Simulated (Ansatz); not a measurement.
# V_Li (site 1) in CsLi3Cl4 (Cmcm): charge-transition levels and formation energies, part 2 of 2

Charge states of V_Li (site 1) in CsLi3Cl4 (Cmcm), set against the band edges. Model: a cell of 64 host atoms with 1 Li taken out.

Ansatz; place-levels on PBEsol runs: charge-transition levels and formation energies with image-charge correction and potential alignment at the atomic sites.

So far. Step 3 (place-levels, PBEsol): Under PBEsol the gap is 5.36 eV, (+1/0) -0.01 (outside the gap) (with band filling), (0/−1) 0.14 eV.

### Step 3. place-levels, PBEsol (continued)

Chemical potentials of the elements' reference phases, run alike. Formation energy by charge state (elemental references; gap 5.36 eV):

```
charge  at valence top (eV)  at conduction bottom (eV)  correction included (eV)
    +1                 4.65                      10.01                     -0.19
     0                 4.64                       4.64                      0.00
    −1                 4.78                      -0.59                      0.15
```

| Fermi level (eV) | lowest formation energy (eV) |
| --- | --- |
| 0.00 | 4.64 |
| 0.49 | 4.29 |
| 0.97 | 3.80 |
| 1.46 | 3.32 |
| 1.95 | 2.83 |
| 2.44 | 2.34 |
| 2.93 | 1.85 |
| 3.41 | 1.36 |
| 3.90 | 0.88 |
| 4.39 | 0.39 |
| 4.88 | -0.10 |
| 5.36 | -0.59 |

### Step 4. Placing the levels, r2SCAN

r2SCAN on the same structure is run to see how far the result rests on the functional, though not on the errors that semilocal functionals share; the sampling changes too, to one point at (¼, ¼, ¼), so differences hold both changes.

The input, qm1.r2scan/input.yaml:

```yaml
crystal:
  checkpoint: "../qm1.relax.run"
  host: checkpoint
total_charge: -1
basis:
  ecutwfc: 500
  xc_grid: 2
hamiltonian:
  xc: r2scan
kpoints:
  mp_grid: { grid: [1, 1, 1], shift: [0.25, 0.25, 0.25] }
scf:
  occupations: { method: fermi_dirac, width: 0.01 }
  max_iter: 100
output:
  forces: true
  eigenvalues: true
  charged_corrections:
    epsilon: [2.81, 2.74, 2.87]
    static_epsilon: [6.25, 6.26, 23.88]
    defect_position: [0.386805, 0.375, 0.547218]
  eigenstates: { localisation: true }
  populations: true
  band_densities: [{ bands: [v1, v1] }, { bands: [c1, c1] }]
  write_density: true
  write_potential: true
  volumetric_format: npy
  elf: true
checkpoint:
  write: "../qm1.r2scan.run"
  compress: false
  write_wavefunctions: false
  write_every: 100000
```

The job ended after 48 s (4 threads of Arm Neoverse V1, shared host; peak memory 2.9 GiB).

The input, levels.r2scan.yaml:

```yaml
host:
  run: host.r2scan.run
states: [qm1.r2scan.run, q0_M1.r2scan.run, qp1.r2scan.run, qp1_M2.r2scan.run]
geometry_from:
  qm1.r2scan.run: qm1.relax.run
  q0_M1.r2scan.run: q0_M1.relax.run
  qp1.r2scan.run: qp1.relax_smeared.run
  qp1_M2.r2scan.run: qp1_M2.relax.run
  host.r2scan.run: host.relax.run
chemical_potentials:
  Li:
    energy: -205.1324
    dataset: "<sha256 of the dataset>"
```

Launch:

```console
ansatz place-levels levels.r2scan.yaml -- --threads 4 --pin off --max-ram 7536MiB
```

Numbers of over 12 decimals in the logs are rounded to 6 here.

What it wrote:

```text
[...]
(0/-1) 0.211 eV above the valence edge, 6.050 eV under the conduction edge
formation energy of charge +1: +5.039 eV with the Fermi level at the valence edge
formation energy of charge 0: +5.024 eV with the Fermi level at the valence edge
formation energy of charge -1: +5.235 eV with the Fermi level at the valence edge
  edges by r2scan, gap 6.261 eV; the host is sampled to repeats of 13.61 Å
[... the lines on each state left out ...]
```

Elapsed: 0.27 s, on 4 threads.

Under r2SCAN the gap is 6.26 eV, (+1/0) -0.02 (outside the gap) (with band filling), (0/−1) 0.21 eV; the stage before (PBEsol, at other k-points) gave a gap of 5.36 eV and levels within 0.07 eV of these.

### Step 5. Another choice

In this try the input is made faulty on purpose, to show what that does.

A choice is tested by changing it alone.

levels.try0.yaml is levels.point.yaml with these lines changed:

```diff
-epsilon: [2.81, 2.74, 2.87]
-static_epsilon: [6.25, 6.26, 23.88]
+epsilon: 1.0001
+static_epsilon: 1.0001
```

Launch:

```console
ansatz place-levels levels.try0.yaml -- --threads 4 --pin off --max-ram 7536MiB
```

What it wrote:

```text
[...]
(0/-1) 1.078 eV above the valence edge, 4.286 eV under the conduction edge
formation energy of charge +1: +4.656 eV with the Fermi level at the valence edge
formation energy of charge 0: +4.641 eV with the Fermi level at the valence edge
formation energy of charge -1: +5.719 eV with the Fermi level at the valence edge
vertical -1 to 0: no energy, since no alignment is typed
vertical +1 to 0: no energy, since no alignment is typed
vertical +1 to 0: no energy, since no alignment is typed
  edges by pbesol, gap 5.364 eV; the host is sampled to repeats of 27.21 Å
[... the lines on each state left out ...]
```

The change: no screening of the image charge.

Levels in eV above the valence top; the changed ones are not the defect's:

```
           gap (eV)  (+1/0)  (0/−1)
  changed      5.36   -0.01    1.08
as set up      5.36   -0.01    0.14
```

The largest shift is 0.94 eV, band-filling terms included.

### Step 6. Cost and result

Levels between neighbouring charges, in eV above each run's own valence top:

```
                                        gap (eV)  (+1/0)  (0/−1)  CPU time a state at this stage (restarts are quicker than cold starts)
            PBEsol, 2×2×2 shifted mesh      5.36   -0.01    0.14                                                                  13 min
r2SCAN on PBEsol structures, (¼, ¼, ¼)      6.26   -0.02    0.21                                                                 9.6 min
```

### Step 7. Summary of results

| Item | Value |
| --- | --- |
| gap of the host | 5.36 eV (PBEsol) |
| level (plus 1/0) | 0.01 eV below the valence top (-0.12 eV above the valence top without the band-filling term) |
| level (0/minus 1) | 0.14 eV above the valence top |
| lowest of the charges placed, just above the valence top (0.02 eV) | 0 |
| lowest of the charges placed, just below the conduction bottom (0.02 eV) | −1 |
| lowest formation energy at mid-gap of the charges run, elemental references | 2.10 eV |

What this shows: Of the charges placed (−1, 0 and +1), the lowest changes at 0.14 eV (0/−1) above the valence top, in a gap of 5.36 eV. (0/−1) lies nearer to a band edge than the share of the finite-size correction in it (0.15 eV), and that correction holds for a localised charge alone. (0/−1) lies 0.14 eV from a band edge, less than the doubt on such levels. Charges below −1 were not placed, so these runs say nothing of levels that involve them. States placed: +1 at 2 μB and 0 μB; 0 at 1 μB; −1 at 0 μB. Other spin states or structures, where not listed, weren't placed. The program finds carriers beyond a band edge of the host and adds a band-filling term at charge +1 (-0.11 eV); steps to such a charge show no bound level, and a defect level inside a band would be read the same way. The program doubts the alignment of potentials for at least one state, a sign that the cell is small. Limits: the images are only 8.9 Å apart; PBEsol makes the gap too small and tends to spread out bound carriers; where a gas molecule sets a chemical potential or the host's formation energy, its binding is uncorrected; spin–orbit coupling, which can matter with heavy atoms, is left out; force components of up to 0.10 eV/Å remain in a run at the final settings.

[Logs are printed without paths, hosts, clocks, repeated set-up lines and the standing remarks that a program may print on its own settings, such as how far it seeks lower states.]

[Hosts, paths, dates, database ids (printed as entryN), source tags and the programs' standing remarks are cut or masked in the printed files.]

[Where a table of states has a column of steps, it counts the stored structures, which are thinned; the runs took as many ionic steps or more.]

[A defect's name tells the site on which it was built; relaxed atoms can leave that site.]

[For some hosts the program warned that the k-mesh of the response run may be too coarse for force constants and the static dielectric constant; such warnings are not shown here.]
